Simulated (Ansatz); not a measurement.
# (AlAs)2(InP)1 [001] superlattice, started as zinc blende: relaxing the cell for a phonon run

Wanted: the relaxed cell of (AlAs)2(InP)1 [001] superlattice, started as zinc blende.

Program: Ansatz 0.2.0. Level of theory: DFT PBE, scalar-relativistic, plane waves, PAW. Results are calculated unless marked as measured.

Most raw output is cut from this account.

The structure was built from a prototype and need not be the compound's stable phase.

## Step 1: The starting structure

Symmetry: Imm2, No. 44, orthorhombic system. Conventional cell: a = 4.052 Å, b = 4.052 Å, c = 17.190 Å, α = 90.00°, β = 90.00°, γ = 90.00°. Al has 2 P at 2.48 Å and 2 As at 2.48 Å nearest. Nearest to Al lie 4 As at 2.48 Å. Nearest to As lie 4 Al at 2.48 Å. Nearest to As lie 2 Al at 2.48 Å and 2 In at 2.48 Å. Nearest to In lie 2 P at 2.48 Å and 2 As at 2.48 Å. Nearest to P lie 2 In at 2.48 Å and 2 Al at 2.48 Å. Farther neighbours are not listed.

## Step 2: Probe on a coarse mesh

First a cheap look: the gap decides the mesh and the occupations, the pressure tells how far the cell has to move.

Contents of input.yaml:

```yaml
crystal:
  lattice:
    - [2.865, 2.865, 0.0]
    - [-2.865, 2.865, 0.0]
    - [2.865, 0.0, 8.595]
  atoms:
    - { symbol: Al, position: [0.0, 0.0, 0.0] }
    - { symbol: Al, position: [0.333333, 0.666667, 0.333333] }
    - { symbol: As, position: [0.416667, 0.083333, 0.166667] }
    - { symbol: As, position: [0.75, 0.75, 0.5] }
    - { symbol: In, position: [0.666667, 0.333333, 0.666667] }
    - { symbol: P, position: [0.083333, 0.416667, 0.833333] }
kpoints:
  mp_grid: { grid: [4, 4, 4] }
hamiltonian:
  xc: pbe
scf:
  occupations: { method: gaussian, width: 0.1 }
output:
  forces: true
  stress: true
  eigenvalues: true
```

Run with:

```sh
> ansatz run input.yaml --threads 4 --pin off --max-ram 14336MiB --backend cpu --events-out ev --progress --plain --runs-dir out
```

It took 3.1 s on 4 threads of Arm Neoverse V1, shared host; peak memory 0.44 GiB; 10 s of CPU time.

A gap read on the k-mesh alone can miss the band edges.

Numbers from this step:

```
pressure           : 3.417 GPa
gap on the k-mesh  : 1.493 eV
volume per atom    : 23.52 Å³
direct gap on mesh : 1.493 eV
```

The coarse mesh shows a gap of 1.49 eV and a pressure of 3.4 GPa.

## Step 3: Coarse relaxation

The start is far from rest, so a relaxation with loose tolerances brings it close first.

input.yaml, as its differences from that of step 2:

```diff
@@ -13,3 +13,3 @@
 kpoints:
-  mp_grid: { grid: [4, 4, 4] }
+  mp_grid: { grid: [6, 6, 6] }
 hamiltonian:
@@ -22 +22,6 @@
   eigenvalues: true
+relax:
+  adjacent_minimum: "off"
+  f_tol: 0.05
+  max_steps: 80
+  cell: { stress_tol: 0.5 }
```

Wall time 36 s (4 threads); peak memory 0.56 GiB.

Relaxation path:

```csv
step,energy less that of the first step (eV),largest force component (eV/Å),pressure (GPa),volume (Å³)
1,0.0000,1.7823,3.33,141.10
2,-0.3049,0.3200,-0.39,147.14
3,-0.3190,0.0850,-0.16,146.62
4,-0.3198,0.0216,-0.02,146.32
5*,-0.3209,0.0217,-0.01,146.32
```

Relaxation steps marked * repeat the geometry before them on a plane-wave basis chosen anew for their cell, so energy and pressure can jump there.

The run keeps the 4 symmetry operations that it works with, so distortions that break them were not tested.

```
conventional cell, symmetrised  before   after  change
                         a (Å)   4.052   4.091  +1.0 %
                         b (Å)   4.052   4.108  +1.4 %
                         c (Å)  17.190  17.410  +1.3 %
              volume (Å³/atom)   23.52   24.39  +3.7 %
```

The atoms that moved most (Å, as changes of fractional coordinates times the final cell):

| atom | dx | dy | dz | length |
| --- | --- | --- | --- | --- |
| P6 | 0.000 | 0.000 | 0.166 | 0.166 |
| As4 | 0.000 | 0.000 | -0.133 | 0.133 |
| In5 | 0.000 | 0.000 | 0.072 | 0.072 |
| Al2 | 0.000 | 0.000 | -0.070 | 0.070 |
| As3 | 0.000 | 0.000 | -0.039 | 0.039 |

Final coordinates:

```cif
data_structure
_symmetry_space_group_name_H-M 'P 1'
_symmetry_Int_Tables_number 1
_cell_length_a 4.1083
_cell_length_b 4.0913
_cell_length_c 9.1750
_cell_angle_alpha 102.883
_cell_angle_beta 77.063
_cell_angle_gamma 90.000
_cell_volume 146.32
loop_
_atom_site_label
_atom_site_type_symbol
_atom_site_fract_x
_atom_site_fract_y
_atom_site_fract_z
_atom_site_occupancy
Al1 Al 0.99977 0.00023 0.00047 1
Al2 Al 0.33733 0.66267 0.32535 1
As3 As 0.41890 0.08110 0.16220 1
As4 As 0.75766 0.74234 0.48468 1
In5 In 0.66254 0.33746 0.67492 1
P6 P 0.07381 0.42619 0.85238 1
```

This step gave:

| Item | Value |
| --- | --- |
| pressure | -0.01495 GPa |
| gap on the k-mesh | 1.129 eV |
| volume per atom | 24.39 Å³ |
| direct gap on mesh | 1.129 eV |

In this step the volume went from 23.52 to 24.39 Å³/atom.

## Step 4: Relaxation

The cell and atoms are relaxed, since residual forces and stress would shift the frequencies.

Contents of input.yaml:

```yaml
crystal:
  lattice:
    - [2.9050099653, 2.9050099653, 0.0]
    - [-2.8929985809, 2.8929985809, 0.0]
    - [2.8990042731, 0.0060056922, 8.7049262541]
  atoms:
    - { symbol: Al, position: [-0.0002349461, 0.0002349461, 0.0004698923] }
    - { symbol: Al, position: [0.3373264056, 0.6626735944, 0.3253471888] }
    - { symbol: As, position: [0.4188983934, 0.0811016066, 0.1622032131] }
    - { symbol: As, position: [0.7576605537, 0.7423394463, 0.4846788926] }
    - { symbol: In, position: [0.6625386139, 0.3374613861, 0.6749227722] }
    - { symbol: P, position: [0.0738109795, 0.4261890205, 0.852378041] }
kpoints:
  mp_grid: { grid: [6, 6, 6] }
hamiltonian:
  xc: pbe
scf:
  occupations: { method: gaussian, width: 0.02 }
output:
  forces: true
  stress: true
  eigenvalues: true
  write_density: true
  write_potential: true
  elf: true
  volumetric_format: npy
relax:
  adjacent_minimum: "off"
  f_tol: 0.005
  max_steps: 80
  cell: { stress_tol: 0.05 }
```

Elapsed: 30 s, on 4 threads; peak memory 0.57 GiB.

Little changed from the start: no atom moved by 0.005 Å and no cell edge by 0.1 %.

Numbers from this step:

```
pressure           : 0.003948 GPa
gap on the k-mesh  : 1.130 eV
volume per atom    : 24.38 Å³
direct gap on mesh : 1.130 eV
```

Electrostatic potential energy in the ac plane of the conventional cell at fractional y = 0.000, with atoms of Al and As and In and P within 0.2 Å of it. With pseudopotentials it is smooth inside the atoms' cores, unlike the true potential.

Ten even steps from '_' (-34 eV) to '@' (11 eV), each cell a mean:
```
==++##@@@@@@@@@@@@@@@@%%**++
____::##@@@@@@@@@@@@%%++____
::--++####**++==++##%%##==::
@@@@%%##--________..++%%@@@@
@@@@@@%%++::..__..--##%%@@@@
@@@@@@@@@@%%%%##%%%%@@@@@@@@
@@@@@@@@@@@@@@@@@@@@@@@@@@@@
@@@@@@@@@@@@@@@@@@@@@@@@@@@@
####%%@@@@@@@@@@@@@@@@@@%%##
@@%%++##@@@@@@@@@@@@%%****%%
%%##++##%%########%%%%****%%
##%%%%%%**++**##**++##%%%%##
@@@@@@%%**++++**++++##%%@@@@
@@@@@@@@@@%%%%%%%%%%@@@@@@@@
@@@@@@@@@@@@@@@@@@@@@@@@@@@@
@@@@@@@@@@@@@@@@@@@@@@@@@@@@
##%%%%@@@@@@@@@@@@@@@@@@%%##
%%##++##@@@@@@@@@@@@%%****%%
@@%%++**%%%%######%%%%****%%
####%%%%**++****++++##%%####
@@@@@@%%**++****++++##%%@@@@
@@@@@@@@%%%%####%%%%@@@@@@@@
@@@@@@@@@@@@@@@@@@@@@@@@@@@@
@@@@@@@@@@@@@@@@@@@@@@@@@@@@
```
Columns run along a (4.1 Å; values clipped at the 3rd and 97th percentile), rows up along c (17.4 Å), edges of the conventional cell, whose origin can differ from the input's. Atoms in or near the plane, at fractional coordinates: Al at (0.50, 0.50), Al at (0.50, 0.16), As at (0.00, 0.58), As at (0.00, 0.24), In at (0.50, 0.84), P at (0.00, 0.93).

Valence density in the ac plane of the conventional cell at fractional y = 0.000, with atoms of Al and As and In and P within 0.2 Å of it. It is the smooth field of the valence electrons, not physical close to the nuclei.

Ten steps, logarithmic in the rise over the least value, from '0' (0 e/Å³) to '9' (16 e/Å³), each cell a mean:
```
32210000001122
12321100012332
33322334322333
11124688753211
00013577642100
00001112110000
00000000000000
00000000000000
32110000000122
98521100012369
97532111122368
22222100112222
00011100011000
00000011000000
00000000000000
00000000000000
22110000000122
97421000012368
98532111122469
32222100112223
00011100011100
00000111100000
00000000000000
10000000000000
```
Columns run along a (4.1 Å), rows up along c (17.4 Å), edges of the conventional cell, whose origin can differ from the input's. Atoms in or near the plane, at fractional coordinates: Al at (0.50, 0.50), Al at (0.50, 0.16), As at (0.00, 0.58), As at (0.00, 0.24), In at (0.50, 0.84), P at (0.00, 0.93).

ELF in the ac plane of the conventional cell at fractional y = 0.000, with atoms of Al and As and In and P within 0.2 Å of it. It is the smooth field of the valence electrons, not physical close to the nuclei.

Values, 24 rows by 14 columns, each cell a mean:
```
0.70 0.71 0.67 0.54 0.34 0.14 0.05 0.03 0.08 0.22 0.44 0.62 0.71 0.71
0.06 0.25 0.66 0.77 0.64 0.38 0.19 0.15 0.26 0.51 0.72 0.76 0.49 0.11
0.53 0.72 0.84 0.72 0.45 0.27 0.22 0.21 0.23 0.34 0.58 0.80 0.81 0.61
0.59 0.58 0.46 0.29 0.23 0.13 0.04 0.02 0.07 0.19 0.25 0.36 0.53 0.59
0.12 0.14 0.19 0.22 0.25 0.21 0.13 0.11 0.16 0.24 0.24 0.21 0.17 0.13
0.02 0.03 0.08 0.14 0.19 0.21 0.22 0.22 0.22 0.20 0.17 0.11 0.05 0.02
0.03 0.03 0.03 0.04 0.06 0.08 0.09 0.10 0.09 0.07 0.05 0.03 0.03 0.03
0.29 0.25 0.16 0.09 0.04 0.02 0.02 0.02 0.02 0.03 0.06 0.12 0.20 0.28
0.64 0.61 0.55 0.42 0.25 0.11 0.04 0.02 0.06 0.16 0.33 0.49 0.59 0.63
0.28 0.38 0.56 0.62 0.59 0.42 0.22 0.17 0.30 0.52 0.62 0.61 0.49 0.31
0.34 0.46 0.67 0.80 0.85 0.75 0.48 0.36 0.61 0.82 0.83 0.75 0.57 0.38
0.65 0.70 0.78 0.83 0.74 0.38 0.13 0.15 0.21 0.57 0.81 0.82 0.75 0.67
0.25 0.28 0.32 0.34 0.26 0.13 0.12 0.12 0.11 0.19 0.32 0.34 0.30 0.26
0.02 0.03 0.06 0.11 0.18 0.24 0.28 0.29 0.27 0.21 0.14 0.08 0.04 0.03
0.03 0.03 0.03 0.03 0.04 0.06 0.08 0.08 0.07 0.05 0.04 0.03 0.03 0.03
0.24 0.21 0.15 0.08 0.04 0.02 0.01 0.01 0.02 0.03 0.06 0.11 0.18 0.23
0.61 0.59 0.52 0.40 0.24 0.10 0.03 0.02 0.06 0.16 0.31 0.46 0.56 0.61
0.33 0.43 0.57 0.61 0.56 0.38 0.19 0.14 0.27 0.48 0.60 0.61 0.52 0.37
0.29 0.41 0.64 0.78 0.83 0.73 0.47 0.37 0.60 0.80 0.82 0.73 0.54 0.33
0.63 0.69 0.78 0.84 0.78 0.45 0.15 0.15 0.25 0.62 0.83 0.82 0.74 0.65
0.28 0.31 0.37 0.39 0.29 0.13 0.12 0.13 0.10 0.20 0.36 0.39 0.34 0.30
0.02 0.04 0.07 0.13 0.22 0.30 0.34 0.35 0.33 0.26 0.18 0.10 0.05 0.03
0.04 0.04 0.03 0.04 0.06 0.09 0.11 0.12 0.10 0.08 0.05 0.03 0.03 0.04
0.42 0.36 0.25 0.13 0.06 0.03 0.02 0.02 0.02 0.04 0.08 0.18 0.30 0.40
```
Columns run along a (4.1 Å), rows up along c (17.4 Å), edges of the conventional cell, whose origin can differ from the input's. Atoms in or near the plane, at fractional coordinates: Al at (0.50, 0.50), Al at (0.50, 0.16), As at (0.00, 0.58), As at (0.00, 0.24), In at (0.50, 0.84), P at (0.00, 0.93).

In this step the volume went from 24.39 to 24.38 Å³/atom.

## Step 5: Relaxing to small forces for the phonons

Phonons need a cell at rest on their own settings, so the relaxation is repeated with tight tolerances on forces and stress on the k mesh and occupations of the first response run.

Contents of input.yaml:

```yaml
crystal:
  lattice:
    - [2.9051696769, 2.9051696769, 0.0]
    - [-2.8918803968, 2.8918803968, 0.0]
    - [2.8985250369, 0.0066446401, 8.7052724049]
  atoms:
    - { symbol: Al, position: [-0.0002250349, 0.0002250349, 0.0004500698] }
    - { symbol: Al, position: [0.3374107212, 0.6625892788, 0.3251785577] }
    - { symbol: As, position: [0.4188679433, 0.0811320567, 0.1622641135] }
    - { symbol: As, position: [0.7576537412, 0.7423462588, 0.4846925175] }
    - { symbol: In, position: [0.6625326401, 0.3374673599, 0.6749347199] }
    - { symbol: P, position: [0.0737599892, 0.4262400108, 0.8524800217] }
kpoints:
  mp_grid: { grid: [8, 8, 8] }
hamiltonian:
  xc: pbe
scf:
  occupations: { method: fixed }
output:
  forces: true
  stress: true
  eigenvalues: true
relax:
  adjacent_minimum: "off"
  f_tol: 0.001
  max_steps: 60
  cell: { stress_tol: 0.01 }
```

Run time: 69 s. Hardware: 4 threads; peak memory 0.71 GiB; 4.6 min of CPU time.

The steps of the relaxation:

```
step  energy less that of the first step (eV)  largest force component (eV/Å)  pressure (GPa)  volume (Å³)
   1                                   0.0000                          0.0025            0.00       146.27
   2                                   0.0000                          0.0027            0.00       146.29
   3                                   0.0000                          0.0015            0.00       146.28
   4                                   0.0000                          0.0000            0.00       146.29
  5*                                   0.0000                          0.0000            0.00       146.29
```

Relaxation steps marked * repeat the geometry before them on a plane-wave basis chosen anew for their cell, so energy and pressure can jump there.

Forces are held to the 4 operations that the run works with; a distortion that breaks them can't arise in this run.

```
conventional cell, symmetrised  before   after  change
                         a (Å)   4.090   4.088  -0.1 %
                         b (Å)   4.109   4.106  -0.1 %
                         c (Å)  17.411  17.431  +0.1 %
              volume (Å³/atom)   24.38   24.38  +0.0 %
```

The relaxed structure:

```
Al As In P
1.0
     2.90363    2.90363    0.00000
    -2.89033    2.89033    0.00000
     2.89698    0.00665    8.71531
Al As In P
2 2 1 1
Direct
  0.99978 0.00022 0.00043
  0.33741 0.66259 0.32518
  0.41887 0.08113 0.16226
  0.75764 0.74236 0.48473
  0.66252 0.33748 0.67495
  0.07378 0.42622 0.85245
```

This step gave:

* pressure: 1.44e-4 GPa
* gap on the k-mesh: 1.127 eV
* direct gap on mesh: 1.127 eV

The largest force component left is 0.025 meV/Å and the pressure is 0.000 GPa, within the tolerances set. The cell now holds 24.38 Å³/atom.

## Step 6: Outcome

| Item | Value |
| --- | --- |
| space group after relaxation (within 0.01 Å) | Imm2 |
| lattice constant a | 4.088 Å |
| lattice constant b | 4.106 Å |
| lattice constant c | 17.431 Å |
| volume per atom | 24.4 Å³ |
| gap on the k-mesh | 1.13 eV |

The largest force component left is 0.025 meV/Å and the pressure is 0.000 GPa, within the tolerances set. The cell now holds 24.38 Å³/atom. The relaxation keeps the symmetry of its start, so it says nothing on stability against lower symmetry. The starting cell was built on a prototype and not taken from a measurement, so the phase need not exist.

[Logs are printed without paths, hosts, clocks, repeated set-up lines and the standing remarks that a program may print on its own settings, such as how far it seeks lower states.]

[Hosts, paths, dates, database ids (printed as entryN), source tags and the programs' standing remarks are cut or masked in the printed files.]
